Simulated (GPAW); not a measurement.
# Surface energy and work function of V(100) from slabs of 4 to 14 layers (LDA)

How do energy and work function of V(100) films settle with thickness, and what surface energy follows?

How it was computed: GPAW 26.7.0, plane waves at 450 eV with PAW setups; symmetric 1×1 slabs cut at the tabulated lattice constant (two decimals; low-temperature values for the alkali metals), atoms at bulk places, 7.5 Å of vacuum on each side, one in-plane mesh for all thicknesses, Fermi-Dirac smearing of 0.1 eV. Energies are extrapolated to zero smearing and count from the program's reference atoms. Functional LDA. The cell's area is 9.120 Å².

What came out, but for one run:

| layers | energy (eV) | work function (eV) |
| --- | --- | --- |
| 4 | −34.1789 | 4.09 |
| 5 | −43.7627 | 4.09 |
| 6 | −53.2717 | 4.09 |
| 7 | −62.7334 | 4.09 |
| 8 | −72.2263 | 4.10 |
| 9 | −81.7166 | 4.09 |
| 10 | −91.1918 | 4.09 |
| 11 | −100.6730 | 4.10 |
| 12 | −110.1634 | 4.10 |
| 14 | ? | ? |

**Question.** What surface energy do these runs give, and what energy and work function should the 14-layer slab have?

Worked answer. A slab of n layers has E(n) = nε + 2Aγ once its middle is bulk-like. A line through n = 6 to 12 has the slope ε = −9.4828 eV a layer and the intercept 2Aγ = 3.6348 eV (r.m.s. residual 6.5 meV). So γ = 3.6348 / (2 × 9.120 Å²) = 0.1993 eV/Å² = 3.19 J/m², with a standard error of about 0.01 J/m² from the scatter about the line. For 14 layers: 3.6348 + 14 × (−9.4828) = −129.125 eV; the run gives −129.124 eV, 1.2 meV over the line. The work function has no such law: from 6 to 12 layers it moves between 4.09 and 4.10 eV (mean 4.09), and the 14-layer slab gives 4.09 eV. The thinnest slab, 4 layers, lies 0.00 eV from that mean.

Caveats: The surfaces are unrelaxed, so γ is an upper bound for this functional and lattice constant. The tabulated lattice constant isn't the functional's own, which strains the slab a little. The runs had no spin polarisation.
